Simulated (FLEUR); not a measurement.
**Fixed-spin-moment curve of AlNi3 with FLEUR**

Aim: the energy of AlNi3 as a function of its total spin moment.

Program: FLEUR MaX-R8.1. Level of theory: PBE; all-electron FLAPW, Dirac cores, scalar-relativistic bands. Results are calculated unless marked as measured.

### 1. The structure

The structure is cubic, space group Pm-3m (No. 221). Conventional cell: a = 3.523 Å, b = 3.523 Å, c = 3.523 Å, α = 90.00°, β = 90.00°, γ = 90.00°. Nearest to Al lie 12 Ni at 2.49 Å. Nearest to Ni lie 4 Al at 2.49 Å and 8 Ni at 2.49 Å. Farther neighbours are not listed.

The cell comes from a database of computed structures and need not be the stable phase.

### 2. Unconstrained state

The free run tells which range of moments is worth scanning.

inpgen writes inp.xml from crystal.txt; cutoffs, mixing, functional, smearing and local orbitals are then set in the file. The k list default-1 (kpts.xml, not shown) is a Γ-centred 8×8×8 mesh; where the ranks do not divide the number of points, some are split in two of half the weight.

inp.xml

```
<?xml version="1.0" encoding="UTF-8" standalone="no"?>
<fleurInput fleurInputVersion="0.39">
   <comment>
      AlNi3
   </comment>
   <calculationSetup>
      <cutoffs Kmax="4.14" Gmax="12.4" GmaxXC="12.4" numbands="0"/>
      <scfLoop itmax="90" minDistance="0.00002" maxIterBroyd="15" imix="Anderson" alpha="0.05" precondParam="0.0" spinf="2.0" sdNocoIR="T"/>
      <coreElectrons ctail="T" frcor="F" kcrel="0" coretail_lmax="0"/>
      <xcFunctional name="pbe" relativisticCorrections="F"/>
      <magnetism jspins="2"/>
      <soc l_soc="F" theta="0.0" phi="0.0" spav="F"/>
      <expertModes spex="0" secvar="F"/>
      <geometryOptimization l_f="F" forcealpha="1.0" forcemix="BFGS" epsdisp="0.00001" epsforce="0.00001"/>
      <ldaU l_linMix="F" mixParam="0.05" spinf="1.0"/>
   </calculationSetup>
   <cell>
      <bzIntegration valenceElectrons="57.0" mode="hist" fermiSmearingEnergy="0.00183747">
         <kPointListSelection listName="default-1"/>
         <xi:include xmlns:xi="http://www.w3.org/2001/XInclude" href="kpts.xml"> </xi:include>
      </bzIntegration>
      <xi:include xmlns:xi="http://www.w3.org/2001/XInclude" href="sym.xml"> </xi:include>
      <bulkLattice scale="1.0">
         <bravaisMatrix>
            <row-1>    6.6576085554405022     0.0000000000000000     0.0000000000000000</row-1>
            <row-2>    0.0000000000000000     6.6576085554405022     0.0000000000000000</row-2>
            <row-3>    0.0000000000000000     0.0000000000000000     6.6576085554405022</row-3>
         </bravaisMatrix>
      </bulkLattice>
   </cell>
   <atomSpecies>
      <species name="Aluminum (Al)" element="Al" atomicNumber="13">
         <mtSphere radius="1.81" gridPoints="599" logIncrement="0.019"/>
         <atomicCutoffs lmax="8" lnonsphr="6"/>
         <electronConfig flipSpins="F">
            <coreConfig>(1s1/2) (2s1/2) (2p1/2) (2p3/2)</coreConfig>
            <valenceConfig>(3s1/2) (3p1/2) (3p3/2)</valenceConfig>
            <stateOccupation state="(3p1/2)" spinUp="0.166667" spinDown="0.166667"/>
            <stateOccupation state="(3p3/2)" spinUp="0.333333" spinDown="0.333333"/>
         </electronConfig>
         <energyParameters s="3" p="3" d="3" f="4"/>
      </species>
      <species name="Nickel (Ni1.001" element="Ni" atomicNumber="28">
         <mtSphere radius="2.29" gridPoints="757" logIncrement="0.016"/>
         <atomicCutoffs lmax="8" lnonsphr="6"/>
         <electronConfig flipSpins="F">
            <coreConfig>(1s1/2) (2s1/2) (2p1/2) (2p3/2)</coreConfig>
            <valenceConfig>(3s1/2) (3p1/2) (3p3/2) (4s1/2) (3d3/2) (3d5/2)</valenceConfig>
            <stateOccupation state="(3d3/2)" spinUp="1.6" spinDown="1.6"/>
            <stateOccupation state="(3d5/2)" spinUp="2.9005" spinDown="1.8995"/>
         </electronConfig>
         <energyParameters s="4" p="4" d="3" f="4"/>
         <lo type="SCLO" l="0" n="3" eDeriv="0"/>
         <lo type="SCLO" l="1" n="3" eDeriv="0"/>
      </species>
   </atomSpecies>
   <atomGroups>
      <atomGroup species="Aluminum (Al)">
         <relPos label="                   1">.0000000000 .0000000000 .0000000000</relPos>
         <force calculate="T" relaxXYZ="TTT"/>
      </atomGroup>
      <atomGroup species="Nickel (Ni1.001">
         <relPos label="                   2">.0000000000 1.000/2.000 1.000/2.000</relPos>
         <relPos label="                   3">1.000/2.000 .0000000000 1.000/2.000</relPos>
         <relPos label="                   4">1.000/2.000 1.000/2.000 .0000000000</relPos>
         <force calculate="T" relaxXYZ="TTT"/>
      </atomGroup>
   </atomGroups>
   <output dos="F" band="F" slice="F">
      <bandDOS minEnergy="-.5*Htr" maxEnergy="0.5*Htr" sigma="0.015" storeEVData="T"/>
      <plotting iplot="0" polar="F">
         <plot TwoD="T" vec1="  1.0  0.0  0.0" vec2="  0.0  1.0  0.0" vec3="  0.0  0.0  1.0" zero="  0.0  0.0  0.0" file="plot"/>
      </plotting>
      <moessbauerParams electricFieldGradient="F" isomerShift="F" coreHyperfine="F" valenceHyperfine="F"/>
   </output>
</fleurInput>
```

crystal.txt

```
AlNi3
&input film=F cartesian=F /
3.52305472670  0.00000000000  0.00000000000
0.00000000000  3.52305472670  0.00000000000
0.00000000000  0.00000000000  3.52305472670
1.8897261246
1.0 1.0 1.0

4
13 0.00000000000  0.00000000000  0.00000000000
28 0.00000000000  0.50000000000  0.50000000000 : 1.001
28 0.50000000000  0.00000000000  0.50000000000 : 1.001
28 0.50000000000  0.50000000000  0.00000000000 : 1.001

&kpt div1=8 div2=8 div3=8 gamma=T /
```

Launch:

```
$ OMP_NUM_THREADS=1 inpgen -f crystal.txt > inpgen.log  # inp.xml is then edited as shown
$ OMP_NUM_THREADS=1 mpirun -n 4 fleur_MPI > fleur.log
```

The log of the run:

```text
Welcome to FLEUR        (www.flapw.de)
      MaX-Release 8.1          (www.max-centre.eu)

 ========== k-point set info ==========
 Selected k-point list: default-1
 k-point list type: mesh
 0 x 0 x 0
 Number of k points: 36

 ------------Calculation Setup---------------------------
 Number of MPI-tasks      :            4
 Number of PE/node        :            4
 Number of OMP-threads    :            1
 k-points in parallel     :            4
 pe's per k-point         :            1
 No of k-point loops      :            9
 Eigenvalue solver        :       lapack
 Number of basis functions:          389
 Approximate size of matrices (H+S) per k-point:         0.002 GB
 --------------------------------------------------------
 Iteration:     1   Distance:      21.98308330 me/bohr^3
 Iteration:     2   Distance:      20.52158945 me/bohr^3
 Iteration:     3   Distance:      15.39891054 me/bohr^3
 Iteration:     4   Distance:       4.58321332 me/bohr^3
 Iteration:     5   Distance:       4.49800333 me/bohr^3
 Iteration:     6   Distance:       2.07806034 me/bohr^3
 Iteration:     7   Distance:       2.17398599 me/bohr^3
 Iteration:     8   Distance:       0.71168580 me/bohr^3
 Iteration:     9   Distance:       0.72046697 me/bohr^3
 Iteration:    10   Distance:       0.31377493 me/bohr^3
 Iteration:    11   Distance:       0.34613794 me/bohr^3
 Iteration:    12   Distance:       0.11574839 me/bohr^3
 Iteration:    13   Distance:       0.10376565 me/bohr^3
 Iteration:    14   Distance:       0.03278223 me/bohr^3
 Iteration:    15   Distance:       0.02599786 me/bohr^3
 Iteration:    16   Distance:       0.02525925 me/bohr^3
 Iteration:    17   Distance:       0.01803673 me/bohr^3
 Iteration:    18   Distance:       0.00461947 me/bohr^3
 Iteration:    19   Distance:       0.00154561 me/bohr^3
 Iteration:    20   Distance:       0.00132997 me/bohr^3
 Iteration:    21   Distance:       0.00044891 me/bohr^3
 Iteration:    22   Distance:       0.00013127 me/bohr^3
 Iteration:    23   Distance:       0.00016047 me/bohr^3
 Iteration:    24   Distance:       0.00001769 me/bohr^3

 ********************************************************************
 Run finished successfully
 Stop message:
   all done
 ********************************************************************

--- out.xml (last complete iteration) ---
<iteration numberForCurrentRun="   24" overallNumber="   24">
         <energyParameters units="Htr">
            <atomicEP atomType="1" spin="1" branch="3s" branchLowest="-3.37" branchHighest="2.83" value="-0.0039533893"/>
            <atomicEP atomType="1" spin="1" branch="3p" branchLowest="-1.94" branchHighest="3.22" value="0.1290421451"/>
            <atomicEP atomType="1" spin="1" branch="3d" branchLowest="-9.99" branchHighest="3.10" value="0.2925838525"/>
            <atomicEP atomType="1" spin="1" branch="4f" branchLowest="-9.99" branchHighest="6.04" value="0.4550807317"/>
            <atomicEP atomType="2" spin="1" branch="4s" branchLowest="-3.43" branchHighest="1.71" value="0.2067334123"/>
            <atomicEP atomType="2" spin="1" branch="4p" branchLowest="-1.96" branchHighest="2.31" value="0.3471262895"/>
            <atomicEP atomType="2" spin="1" branch="3d" branchLowest="-9.99" branchHighest="0.40" value="0.2934548129"/>
            <atomicEP atomType="2" spin="1" branch="4f" branchLowest="-9.99" branchHighest="3.67" value="0.6672063387"/>
            <loAtomicEP atomType="2" spin="1" branch="3s" branchLowest="-35.42" branchHighest="-3.43" value="-3.4289390877"/>
            <loAtomicEP atomType="2" spin="1" branch="3p" branchLowest="-30.37" branchHighest="-1.96" value="-1.9742319442"/>
            <atomicEP atomType="1" spin="2" branch="3s" branchLowest="-3.37" branchHighest="2.83" value="-0.0066588283"/>
            <atomicEP atomType="1" spin="2" branch="3p" branchLowest="-1.94" branchHighest="3.22" value="0.1261803071"/>
            <atomicEP atomType="1" spin="2" branch="3d" branchLowest="-9.99" branchHighest="3.10" value="0.2896438812"/>
            <atomicEP atomType="1" spin="2" branch="4f" branchLowest="-9.99" branchHighest="6.04" value="0.4521154998"/>
            <atomicEP atomType="2" spin="2" branch="4s" branchLowest="-3.41" branchHighest="1.71" value="0.2041160070"/>
            <atomicEP atomType="2" spin="2" branch="4p" branchLowest="-1.95" branchHighest="2.31" value="0.3435945438"/>
            <atomicEP atomType="2" spin="2" branch="3d" branchLowest="-9.99" branchHighest="0.41" value="0.3015888601"/>
            <atomicEP atomType="2" spin="2" branch="4f" branchLowest="-9.99" branchHighest="3.68" value="0.6630628632"/>
            <loAtomicEP atomType="2" spin="2" branch="3s" branchLowest="-35.41" branchHighest="-3.41" value="-3.4171113438"/>
            <loAtomicEP atomType="2" spin="2" branch="3p" branchLowest="-30.37" branchHighest="-1.95" value="-1.9627289235"/>
         </energyParameters>
         <bandgap value="0.0066563785" units="eV"/>
         <sumValenceSingleParticleEnergies value="-46.9545007682" units="Htr"/>
         <FermiEnergy value="0.3625124808" units="Htr"/>
         <valenceDensity>
            <mtCharges spin="1">
               <mtCharge atomType="1" total="0.3380134" s="0.1560226" p="0.1476338" d="0.0312956" f="0.0026313"/>
               <mtCharge atomType="2" total="8.7453497" s="1.2251776" p="3.2234757" d="4.2814341" f="0.0118375"/>
            </mtCharges>
            <mtCharges spin="2">
               <mtCharge atomType="1" total="0.3457584" s="0.1562585" p="0.1532511" d="0.0330606" f="0.0027503"/>
               <mtCharge atomType="2" total="8.4936872" s="1.2272743" p="3.2308968" d="4.0200628" f="0.0120830"/>
            </mtCharges>
            <spinDependentCharge spin="1" total="28.8449031" interstitial="2.2708406" mtSpheres="26.5740626"/>
            <spinDependentCharge spin="2" total="28.1550969" interstitial="2.3282768" mtSpheres="25.8268201"/>
            <totalCharge value="57.0000000000"/>
         </valenceDensity>
         <coreStates atomType="     1" atomicNumber=" 13" spin="1" kinEnergy="    120.1281301533" eigValSum="    -64.2883705781" lostElectrons=" 0.014553">
            <state n="1" l="0" j="0.5" energy="-54.9450139908" weight="1.0000000000"/>
            <state n="2" l="0" j="0.5" energy="-3.3981584050" weight="1.0000000000"/>
            <state n="2" l="1" j="0.5" energy="-1.9925196609" weight="1.0000000000"/>
            <state n="2" l="1" j="1.5" energy="-1.9763392607" weight="2.0000000000"/>
         </coreStates>
         <coreStates atomType="     1" atomicNumber=" 13" spin="2" kinEnergy="    120.1284297594" eigValSum="    -64.2890570080" lostElectrons=" 0.014570">
            <state n="1" l="0" j="0.5" energy="-54.9451092390" weight="1.0000000000"/>
            <state n="2" l="0" j="0.5" energy="-3.3982848663" weight="1.0000000000"/>
            <state n="2" l="1" j="0.5" energy="-1.9926747463" weight="1.0000000000"/>
            <state n="2" l="1" j="1.5" energy="-1.9764940782" weight="2.0000000000"/>
         </coreStates>
         <coreStates atomType="     2" atomicNumber=" 28" spin="1" kinEnergy="    677.2224122138" eigValSum="   -427.6255198203" lostElectrons=" 0.000000">
            <state n="1" l="0" j="0.5" energy="-301.0707357316" weight="1.0000000000"/>
            <state n="2" l="0" j="0.5" energy="-35.4164002203" weight="1.0000000000"/>
            <state n="2" l="1" j="0.5" energy="-30.8078002791" weight="1.0000000000"/>
            <state n="2" l="1" j="1.5" energy="-30.1652917947" weight="2.0000000000"/>
         </coreStates>
         <coreStates atomType="     2" atomicNumber=" 28" spin="2" kinEnergy="    677.2806252844" eigValSum="   -427.6062957895" lostElectrons=" 0.000000">
            <state n="1" l="0" j="0.5" energy="-301.0707783681" weight="1.0000000000"/>
            <state n="2" l="0" j="0.5" energy="-35.4104718095" weight="1.0000000000"/>
            <state n="2" l="1" j="0.5" energy="-30.8034522774" weight="1.0000000000"/>
            <state n="2" l="1" j="1.5" energy="-30.1607966672" weight="2.0000000000"/>
         </coreStates>
         <allElectronCharges>
            <spinDependentCharge spin="1" total="48.8449031" interstitial="2.2852006" mtSpheres="46.5597026"/>
            <spinDependentCharge spin="2" total="48.1550969" interstitial="2.3426528" mtSpheres="45.8124441"/>
            <totalCharge value="96.9999999772"/>
         </allElectronCharges>
         <magneticMomentsInMTSpheres units="muBohr">
            <globalMagMoment atomType="1" vec="0.00000   0.00000  -0.00773"/>
            <localMagMoment atomType="1" vec="0.00000   0.00000  -0.00773"/>
            <globalMagMoment atomType="2" vec="0.00000   0.00000   0.25166"/>
            <localMagMoment atomType="2" vec="0.00000   0.00000   0.25166"/>
         </magneticMomentsInMTSpheres>
         <moessbauerParams unitsHFF="kG" unitsIS="e/bohr^3" unitsEFG="Htr/bohr^2">
         </moessbauerParams>
         <totalEnergy value="    -4805.3837996850" units="Htr">
            <sumOfEigenvalues value="    -2741.2273751838">
               <coreElectrons value="-2694.2728744156"/>
               <valenceElectrons value="-46.9545007682"/>
            </sumOfEigenvalues>
            <densityCoulombPotentialIntegral value="-7347.9975303465"/>
            <densityEffectivePotentialIntegral value="-7620.1120656147"/>
            <chargeDenXCDenIntegral value="-209.5805607960"/>
            <FockExchangeEnergyValence value="0.0000000000"/>
            <FockExchangeEnergyCore value="0.0000000000"/>
            <atomTypeDependentContributions atomType="1">
               <electronNucleiInteractionDifferentMTs value="285.1153935221"/>
               <MadelungTerm value="-8.8403461081"/>
            </atomTypeDependentContributions>
            <atomTypeDependentContributions atomType="2">
               <electronNucleiInteractionDifferentMTs value="5478.1924233038"/>
               <MadelungTerm value="-28.5410012126"/>
            </atomTypeDependentContributions>
            <tkbTimesEntropy value="0.0010745178"/>
            <freeEnergy value="-4805.3848742027"/>
            <extrapolationTo0K value="-4805.3843369438"/>
         </totalEnergy>
         <densityConvergence units="me/bohr^3">
            <chargeDensity spin="1" distance="0.0000115797"/>
            <chargeDensity spin="2" distance="0.0000104971"/>
            <overallChargeDensity distance="0.0000132476"/>
            <spinDensity distance="0.0000176935"/>
         </densityConvergence>
      </iteration>
```

The job ended after 18 s (4 MPI ranks of AMD EPYC 9R45, shared host; peak memory 0.25 GiB; 72 s of CPU time).

Spin moment in the muffin-tin sphere by atom:

```tsv
atom	spin moment in the muffin-tin sphere (μB)
Al1	-0.008
Ni2	0.252
Ni3	0.252
Ni4	0.252
```

Numbers from this step:

```
free energy                                                       : -130761.1839 eV
program's band gap on this mesh (in a metal only a level spacing) : 0.006656 eV
magnetization                                                     : 0.6898 μB
final state                                                       : ferromagnetic
```

After 24 cycles the largest moment stands at 0.252 μB.

### 3. No spin polarisation

inp.xml: that of step 2 with these lines changed.

```diff
@@ -10,3 +10,3 @@
       <xcFunctional name="pbe" relativisticCorrections="F"/>
-      <magnetism jspins="2"/>
+      <magnetism jspins="1"/>
       <soc l_soc="F" theta="0.0" phi="0.0" spav="F"/>
@@ -42,3 +42,3 @@
       </species>
-      <species name="Nickel (Ni1.001" element="Ni" atomicNumber="28">
+      <species name="Nickel (Ni)" element="Ni" atomicNumber="28">
          <mtSphere radius="2.29" gridPoints="757" logIncrement="0.016"/>
@@ -48,4 +48,4 @@
             <valenceConfig>(3s1/2) (3p1/2) (3p3/2) (4s1/2) (3d3/2) (3d5/2)</valenceConfig>
-            <stateOccupation state="(3d3/2)" spinUp="1.6" spinDown="1.6"/>
-            <stateOccupation state="(3d5/2)" spinUp="2.9005" spinDown="1.8995"/>
+            <stateOccupation state="(3d3/2)" spinUp="1.600000" spinDown="1.600000"/>
+            <stateOccupation state="(3d5/2)" spinUp="2.400000" spinDown="2.400000"/>
          </electronConfig>
@@ -61,3 +61,3 @@
       </atomGroup>
-      <atomGroup species="Nickel (Ni1.001">
+      <atomGroup species="Nickel (Ni)">
          <relPos label="                   2">.0000000000 1.000/2.000 1.000/2.000</relPos>
```

crystal.txt

```
AlNi3
&input film=F cartesian=F /
3.52305472670  0.00000000000  0.00000000000
0.00000000000  3.52305472670  0.00000000000
0.00000000000  0.00000000000  3.52305472670
1.8897261246
1.0 1.0 1.0

4
13 0.00000000000  0.00000000000  0.00000000000
28 0.00000000000  0.50000000000  0.50000000000
28 0.50000000000  0.00000000000  0.50000000000
28 0.50000000000  0.50000000000  0.00000000000

&kpt div1=8 div2=8 div3=8 gamma=T /
```

The log of the run:

```text
[banner, memory and clock lines left out]
Welcome to FLEUR        (www.flapw.de)
      MaX-Release 8.1          (www.max-centre.eu)

 ========== k-point set info ==========
 Selected k-point list: default-1
 k-point list type: mesh
 0 x 0 x 0
 Number of k points: 36

 [... set-up left out ...]
 Iteration:     1   Distance:      13.38151339 me/bohr^3
 Iteration:     2   Distance:      10.99138117 me/bohr^3
 Iteration:     3   Distance:       9.46995969 me/bohr^3
 Iteration:     4   Distance:       2.67929895 me/bohr^3
 Iteration:     5   Distance:       2.49416823 me/bohr^3
 Iteration:     6   Distance:       0.50170899 me/bohr^3
 Iteration:     7   Distance:       0.38570521 me/bohr^3
 Iteration:     8   Distance:       0.05993337 me/bohr^3
 Iteration:     9   Distance:       0.04136696 me/bohr^3
 Iteration:    10   Distance:       0.00560172 me/bohr^3
 Iteration:    11   Distance:       0.00520499 me/bohr^3
 Iteration:    12   Distance:       0.00094903 me/bohr^3
 Iteration:    13   Distance:       0.00009254 me/bohr^3
 Iteration:    14   Distance:       0.00016951 me/bohr^3
 Iteration:    15   Distance:       0.00001450 me/bohr^3

 ********************************************************************
 Run finished successfully
 Stop message:
   all done
 ********************************************************************

--- out.xml (last complete iteration) ---
<iteration numberForCurrentRun="   15" overallNumber="   15">
         [... left out ...]
         <bandgap value="0.0079346922" units="eV"/>
         <sumValenceSingleParticleEnergies value="-46.9370622996" units="Htr"/>
         <FermiEnergy value="0.3613978693" units="Htr"/>
         [... left out ...]
         <totalEnergy value="    -4805.3829219555" units="Htr">
            <sumOfEigenvalues value="    -2741.2044528616">
               <coreElectrons value="-2694.2673905619"/>
               <valenceElectrons value="-46.9370622996"/>
            </sumOfEigenvalues>
         [... left out ...]
            <freeEnergy value="-4805.3845084459"/>
            <extrapolationTo0K value="-4805.3837152007"/>
         </totalEnergy>
         <densityConvergence units="me/bohr^3">
            <chargeDensity spin="1" distance="0.0000145032"/>
         </densityConvergence>
      </iteration>
```

Elapsed: 7.2 s, on 4 MPI ranks; peak memory 0.23 GiB; 28 s of CPU time.

This step gave:

| Item | Value |
| --- | --- |
| free energy | -130761.1739 eV |
| program's band gap on this mesh (in a metal only a level spacing) | 0.007935 eV |
| final state | non-magnetic (no spin polarisation) |

Its energy lies +10.0 meV a cell from the free run's.

(Part 1 of 2 ends here.)

[Logs and program files are shortened in this print: banners, set-up blocks, solver, clock and traceback lines can be left out without a mark of their own.]

[Logs are printed without paths, hosts, clocks, repeated set-up lines and the standing remarks that a program may print on its own settings, such as how far it seeks lower states.]

[Hosts, paths, dates, database ids (printed as entryN), source tags and the programs' standing remarks are cut or masked in the printed files.]

[Where a cell is said to come from a database of computed structures, the database is the Materials Project.]
